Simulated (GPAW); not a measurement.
# The basis that the transmission of a Mo chain with a Cu atom on top of one atom needs, part 2 of 2

Wanted: the zero-bias transmission of a Mo chain with a Cu atom on top of one atom on a ladder of levels, with run times.

GPAW 26.7.0; GPAW LCAO, PAW setups; Landauer transmission from Green's functions with principal layers (ASE), zero bias.

So far, transmission at the Fermi level (one spin): step 2 (double-zeta polarised basis, PBE, GPAW) 5.32; step 3 (basis szp(dzp), PBE, GPAW) 5.39; step 4 (basis sz(dzp), PBE, GPAW) 5.38; step 5 (RPBE) 5.33.

## 8. Smearing 0.05, grid spacing 0.16, SCF mesh 1×1×6: width = 0.05, h = 0.16 and scf_mesh = [1, 1, 6]

Smearing helps the SCF of a metal converge, but it blurs occupations at band edges near the Fermi level. The real-space grid carries density and potential; a coarse one breaks translation symmetry along the lead and scatters electrons that should pass. The SCF mesh sets the Fermi level of the repeated cell.

This step: GPAW LCAO, PAW setups; Landauer transmission from Green's functions with principal layers (ASE), zero bias (GPAW 26.7.0).

File run.py:

```python
import json
import numpy as np
from ase import Atoms
from ase.transport.calculators import TransportCalculator
from gpaw import GPAW, FermiDirac
from gpaw.lcao.tools import get_lcao_hamiltonian
from scipy.linalg import eigh

# The junction with lead layers at both ends, along the third cell vector
device = Atoms(
    ['Mo', 'Mo', 'Mo', 'Mo', 'Mo', 'Mo', 'Mo', 'Mo', 'Cu', 'Mo', 'Mo', 'Mo', 'Mo', 'Mo', 'Mo', 'Mo'],
    positions=[
        [4.50000, 4.50000, 1.12500],
        [4.50000, 4.50000, 3.37500],
        [4.50000, 4.50000, 5.62500],
        [4.50000, 4.50000, 7.87500],
        [4.50000, 4.50000, 10.12500],
        [4.50000, 4.50000, 12.37500],
        [4.50000, 4.50000, 14.62500],
        [4.50000, 4.50000, 16.87500],
        [6.65160, 4.50000, 16.87500],
        [4.50000, 4.50000, 19.12500],
        [4.50000, 4.50000, 21.37500],
        [4.50000, 4.50000, 23.62500],
        [4.50000, 4.50000, 25.87500],
        [4.50000, 4.50000, 28.12500],
        [4.50000, 4.50000, 30.37500],
        [4.50000, 4.50000, 32.62500]],
    cell=[[9.0, 0.0, 0.0], [0.0, 9.0, 0.0], [0.0, 0.0, 33.75]],
    pbc=True)

# One principal layer of the lead: the first 5 atoms of the device
lead = Atoms(
    ['Mo', 'Mo', 'Mo', 'Mo', 'Mo'],
    positions=[
        [4.50000, 4.50000, 1.12500],
        [4.50000, 4.50000, 3.37500],
        [4.50000, 4.50000, 5.62500],
        [4.50000, 4.50000, 7.87500],
        [4.50000, 4.50000, 10.12500]],
    cell=[[9.0, 0.0, 0.0], [0.0, 9.0, 0.0], [0.0, 0.0, 11.25]],
    pbc=True)

settings = dict(mode='lcao', basis='dzp', xc='PBE', h=0.16,
                occupations=FermiDirac(0.05), maxiter=250,
                mixer=dict(beta=0.1, nmaxold=8, weight=100.0),
                convergence=dict(density=0.0001))
energies = np.arange(-3, 3 + 1e-9, 0.075)
eta = 0.0001
n1, n2 = 1, 1
# k and -k transmit alike, so half of the mesh across the current serves
mesh = [(i, j) for i in range(n1) for j in range(n2) if (i, j) <= (-i % n1, -j % n2)]
weights = np.array([1 if (i, j) == (-i % n1, -j % n2) else 2 for i, j in mesh]) / (n1 * n2)

# [... helper functions left out ...]
fermi_lead = ground_state(lead, (1, 1, 10), 'lead.txt')
fermi_device = ground_state(device, (1, 1, 6), 'device.txt')
# [... loop over the mesh left out, but for ...]
        # Shift the lead onto the potential of the device's first layer
        shift = ((H[:, 0, 0] - H0[:, 0, 0]) / S0[0, 0]).real.mean()
# [...]
kT = 8.617333e-5 * 300
bias = [0.1, 0.2, 0.5, 1.0, 1.5, 2.0]
# [... integrals and printing left out ...]
```

Run with:

```console
$ OMP_NUM_THREADS=1 OPENBLAS_NUM_THREADS=1 python run.py
```

Log:

```text
basis functions: device 450, principal layer 145
Fermi level: lead -2.7329 eV, device -2.6273 eV; lead shifted by 0.0110 eV
largest coupling past the next layer 2.80e-05 eV, largest misfit of the first layer 0.021 eV
  E-E_F (eV)   T (one spin)  [channel counts left out]
    -3.000    2.1647e+00
    -2.925    2.1715e+00
    -2.850    2.1730e+00
    -2.775    2.1725e+00
    -2.700    2.1765e+00
    -2.625    2.2040e+00
    -2.550    2.3088e+00
    -2.475    2.2866e+00
    -2.400    2.0338e+00
    -2.325    1.7103e+00
    -2.250    1.3105e+00
    -2.175    2.0970e+00
    -2.100    2.3812e+00
    -2.025    2.5334e+00
    -1.950    2.6453e+00
    -1.875    2.7311e+00
[...]
2.475    1.9790e+00
     2.550    1.3441e+00
     2.625    1.9527e+00
     2.700    1.9568e+00
     2.775    1.9423e+00
     2.850    1.9096e+00
     2.925    1.8228e+00
     3.000    9.9293e-01
conductance at 300 K: 5.3255 G0 a cell; thermopower 0.7016 uV/K
current from the zero-bias T(E) at 0.1 V: 41.257 uA
current from the zero-bias T(E) at 0.2 V: 82.483 uA
current from the zero-bias T(E) at 0.5 V: 205.73 uA
current from the zero-bias T(E) at 1.0 V: 408.7 uA
current from the zero-bias T(E) at 1.5 V: 605.89 uA
current from the zero-bias T(E) at 2.0 V: 770.62 uA
```

The job ended after 11 min (1 thread of Arm Neoverse V1, shared host; peak memory 2.7 GiB).

Numbers from this step:

- conductance: 5.326 G₀
- largest coupling past the next principal layer: 2.80e-5 eV
- largest misfit of the first principal layer: 0.02121 eV
- shift that aligns the lead: 0.01099 eV
- transmission at the Fermi level (one spin): 5.328

One spin. Table of transmission, zone mean by energy, zero at the Fermi level:

energy (eV), transmission, zone mean and a bar from the least value:
```
    -3.00       2.16 ########
    -2.85       2.17 ########
    -2.70       2.18 ########
    -2.55       2.31 #########
    -2.33       1.71 #####
    -2.17       2.10 ########
    -2.02       2.53 ##########
    -1.88       2.73 ############
    -1.73       2.84 #############
    -1.57       2.90 #############
    -1.50       3.60 ##################
    -1.35       3.10 ##############
    -1.20       3.15 ###############
    -1.05       3.12 ##############
    -0.90       2.98 ##############
    -0.75       5.04 ###########################
    -0.60       5.33 #############################
    -0.38       5.41 ##############################
    -0.30       5.41 ##############################
    -0.23       5.40 ##############################
    -0.07       5.36 ##############################
     0.00       5.33 #############################
     0.07       5.28 #############################
     0.23       5.18 ############################
     0.38       5.08 ############################
     0.60       4.95 ###########################
     0.75       4.94 ###########################
     0.90       5.02 ###########################
     1.05       5.14 ############################
     1.20       5.23 #############################
     1.35       4.48 ########################
     1.57       3.26 ###############
     1.73       2.91 #############
     1.88       2.25 #########
     2.02       1.99 #######
     2.17       1.99 #######
     2.33       1.99 #######
     2.55       1.34 ##
     2.70       1.96 #######
     2.85       1.91 ######
     3.00       0.99
```

Not self-consistent under bias; the bias window is split evenly. The current through one cell, from the zero-bias transmission by bias:

```tsv
bias (V)	current through one cell, from the zero-bias transmission (mA)
0.100	0.0413
0.200	0.0825
0.500	0.206
1.000	0.409
1.500	0.606
2.000	0.771
```

Transmission of the three most open eigenchannels against energy, zero at the Fermi level:

```tsv
energy (eV)	channel 1	channel 2	channel 3
-3.0000	0.997	0.960	0.208
-2.7750	0.991	0.959	0.223
-2.4750	0.901	0.858	0.527
-2.2500	0.969	0.299	0.0427
-2.0250	0.996	0.967	0.571
-1.7250	0.998	0.995	0.849
-1.5000	0.998	0.998	0.910
-1.2750	0.999	0.998	0.953
-0.9750	0.999	0.998	0.980
-0.7500	0.998	0.998	0.990
-0.5250	0.997	0.997	0.996
-0.2250	0.999	0.997	0.997
0.0000	0.999	0.997	0.996
0.2250	0.999	0.996	0.994
0.5250	0.999	0.998	0.996
0.7500	0.999	0.996	0.995
0.9750	0.999	0.995	0.990
1.2750	0.999	0.989	0.979
1.5000	0.999	0.977	0.915
1.7250	0.999	0.985	0.584
2.0250	0.998	0.995	2.9e-5
2.2500	0.998	0.996	3.0e-5
2.4750	0.996	0.983	2.7e-5
2.7750	0.991	0.952	3.4e-5
3.0000	0.993	3.3e-5	2.6e-6
```

The conductance equals that of the dzp run to 0.2 %.

## 9. Temperature 30

Temperature enters only through the Fermi window.

run.py: that of step 8 with these lines changed.

```diff
@@ -43,4 +43,4 @@
 
-settings = dict(mode='lcao', basis='dzp', xc='PBE', h=0.16,
-                occupations=FermiDirac(0.05), maxiter=250,
+settings = dict(mode='lcao', basis='dzp', xc='PBE', h=0.2,
+                occupations=FermiDirac(0.1), maxiter=250,
                 mixer=dict(beta=0.1, nmaxold=8, weight=100.0),
@@ -56,3 +56,3 @@
 fermi_lead = ground_state(lead, (1, 1, 10), 'lead.txt')
-fermi_device = ground_state(device, (1, 1, 6), 'device.txt')
+fermi_device = ground_state(device, (1, 1, 3), 'device.txt')
 # [... loop over the mesh left out, but for ...]
@@ -61,3 +61,3 @@
 # [...]
-kT = 8.617333e-5 * 300
+kT = 8.617333e-5 * 30
 bias = [0.1, 0.2, 0.5, 1.0, 1.5, 2.0]
```

Log:

```text
basis functions: device 450, principal layer 145
Fermi level: lead -2.7421 eV, device -2.6216 eV; lead shifted by -0.0040 eV
largest coupling past the next layer 2.80e-05 eV, largest misfit of the first layer 0.019 eV
  E-E_F (eV)   T (one spin)  [channel counts left out]
    -3.000    2.1719e+00
    -2.925    2.1751e+00
    -2.850    2.1764e+00
    -2.775    2.1747e+00
    -2.700    2.1779e+00
    -2.625    2.2084e+00
    -2.550    2.3219e+00
    -2.475    2.2640e+00
    -2.400    2.0153e+00
    -2.325    1.6488e+00
    -2.250    1.3881e+00
    -2.175    2.1439e+00
    -2.100    2.4006e+00
    -2.025    2.5446e+00
    -1.950    2.6515e+00
    -1.875    2.7336e+00
[...]
2.475    1.9782e+00
     2.550    1.5026e+00
     2.625    1.9543e+00
     2.700    1.9573e+00
     2.775    1.9420e+00
     2.850    1.9055e+00
     2.925    1.7994e+00
     3.000    9.9308e-01
conductance at 30 K: 5.3235 G0 a cell; thermopower 0.0688 uV/K
current from the zero-bias T(E) at 0.1 V: 41.239 uA
current from the zero-bias T(E) at 0.2 V: 82.455 uA
current from the zero-bias T(E) at 0.5 V: 205.72 uA
current from the zero-bias T(E) at 1.0 V: 408.78 uA
current from the zero-bias T(E) at 1.5 V: 607.18 uA
current from the zero-bias T(E) at 2.0 V: 771.87 uA
```

It took 4.3 min on 1 thread; peak memory 1.4 GiB.

Numbers from this step:

```
conductance                                 : 5.323 G₀
largest misfit of the first principal layer : 0.01947 eV
shift that aligns the lead                  : -0.003951 eV
transmission at the Fermi level (one spin)  : 5.324
```

One spin. Table of transmission, zone mean by energy, zero at the Fermi level:

energy (eV), transmission, zone mean and a bar from the least value:
```
    -3.00       2.17 ########
    -2.85       2.18 ########
    -2.70       2.18 ########
    -2.55       2.32 #########
    -2.33       1.65 ####
    -2.17       2.14 ########
    -2.02       2.54 ###########
    -1.88       2.73 ############
    -1.73       2.84 #############
    -1.57       2.90 #############
    -1.50       3.85 ###################
    -1.35       3.10 ##############
    -1.20       3.15 ###############
    -1.05       3.11 ##############
    -0.90       2.98 ##############
    -0.75       5.09 ############################
    -0.60       5.34 ##############################
    -0.38       5.41 ##############################
    -0.23       5.40 ##############################
    -0.07       5.36 ##############################
     0.00       5.32 #############################
     0.07       5.28 #############################
     0.23       5.18 ############################
     0.38       5.08 ############################
     0.60       4.95 ###########################
     0.75       4.94 ###########################
     0.90       5.02 ###########################
     1.05       5.14 ############################
     1.20       5.22 #############################
     1.35       3.27 ###############
     1.57       3.26 ###############
     1.73       2.90 #############
     1.88       2.23 ########
     2.02       1.99 #######
     2.17       1.99 #######
     2.33       1.99 #######
     2.55       1.50 ###
     2.70       1.96 #######
     2.85       1.91 ######
     3.00       0.99
```

Not self-consistent under bias; the bias window is split evenly. Table of current through one cell, from the zero-bias transmission by bias:

```tsv
bias (V)	current through one cell, from the zero-bias transmission (mA)
0.100	0.0412
0.200	0.0825
0.500	0.206
1.000	0.409
1.500	0.607
2.000	0.772
```

The transmission of the three most open eigenchannels by energy, zero at the Fermi level:

```tsv
energy (eV)	channel 1	channel 2	channel 3
-3.00	0.997	0.959	0.215
-2.85	0.995	0.962	0.220
-2.70	0.985	0.955	0.238
-2.55	0.930	0.876	0.516
-2.33	0.998	0.472	0.178
-2.17	0.991	0.775	0.377
-2.02	0.996	0.968	0.580
-1.88	0.998	0.990	0.746
-1.73	0.998	0.995	0.848
-1.57	0.998	0.997	0.901
-1.35	0.998	0.998	0.941
-1.20	0.998	0.998	0.963
-1.05	0.998	0.998	0.977
-0.90	0.998	0.998	0.986
-0.75	0.998	0.998	0.991
-0.60	0.997	0.997	0.996
-0.38	0.999	0.997	0.997
-0.23	0.999	0.997	0.997
-0.07	0.999	0.997	0.996
0.00	0.999	0.997	0.996
0.07	0.999	0.997	0.996
0.23	0.999	0.996	0.995
0.38	0.999	0.997	0.995
0.60	0.999	0.997	0.996
0.75	0.999	0.995	0.995
0.90	0.999	0.995	0.992
1.05	0.999	0.995	0.989
1.20	0.999	0.993	0.983
1.35	0.999	0.973	0.965
1.57	0.999	0.980	0.859
1.73	0.999	0.986	0.574
1.88	0.999	0.991	0.176
2.02	0.998	0.996	4.2e-5
2.17	0.997	0.997	4.2e-5
2.33	0.999	0.994	4.2e-5
2.55	0.988	0.515	1.0e-4
2.70	0.987	0.970	4.9e-5
2.85	0.993	0.913	4.8e-5
3.00	0.993	4.8e-5	5.3e-7
```

With these changes, and at 30 K in place of 300 K, the conductance is 5.32 G₀ against 5.32 in the dzp run; T at the Fermi level, which temperature doesn't enter, is 5.32 against 5.32.

## 10. Outcome

| Property | Result |
| --- | --- |
| conductance | 5.32 G₀ |
| transmission at the Fermi level, mean of the spins | 5.32 |
| thermopower | about 0 (under 1.5 μV/K) |

**Reading.** In the dzp basis the junction conducts 5.32 G₀ at 300 K, with T = 5.32 a spin at the Fermi level; the sz basis reaches that conductance within 10 %. At the Fermi level the three most open eigenchannels pass 1.00, 1.00 and 1.00. Measured against the first run (dzp), the nearest curve is that of dzp-RPBE (r.m.s. 0.13) and the farthest that of sz (0.39). Over the compared runs wall time goes from 100 s (sz) to 292 s (dzp-RPBE), on a shared host. The geometry was built from estimated bond lengths and not relaxed, so the numbers describe this model structure. The run had no spin polarisation, so a magnetic state, which chains and small molecules with open shells often have, wasn't tested. An evenly spaced straight chain is an idealisation: free chains tend to dimerise, zigzag or, where a band edge lies near the Fermi level, turn magnetic. The currents use the zero-bias T(E) throughout, which holds only while the bias is small against the distance to the nearest feature. The energy step is wider than the thermal energy, so the conductance and thermopower rest on interpolation of T(E).

[Logs are printed without paths, hosts, clocks, repeated set-up lines and the standing remarks that a program may print on its own settings, such as how far it seeks lower states.]

[Hosts, paths, dates, database ids (printed as entryN), source tags and the programs' standing remarks are cut or masked in the printed files.]
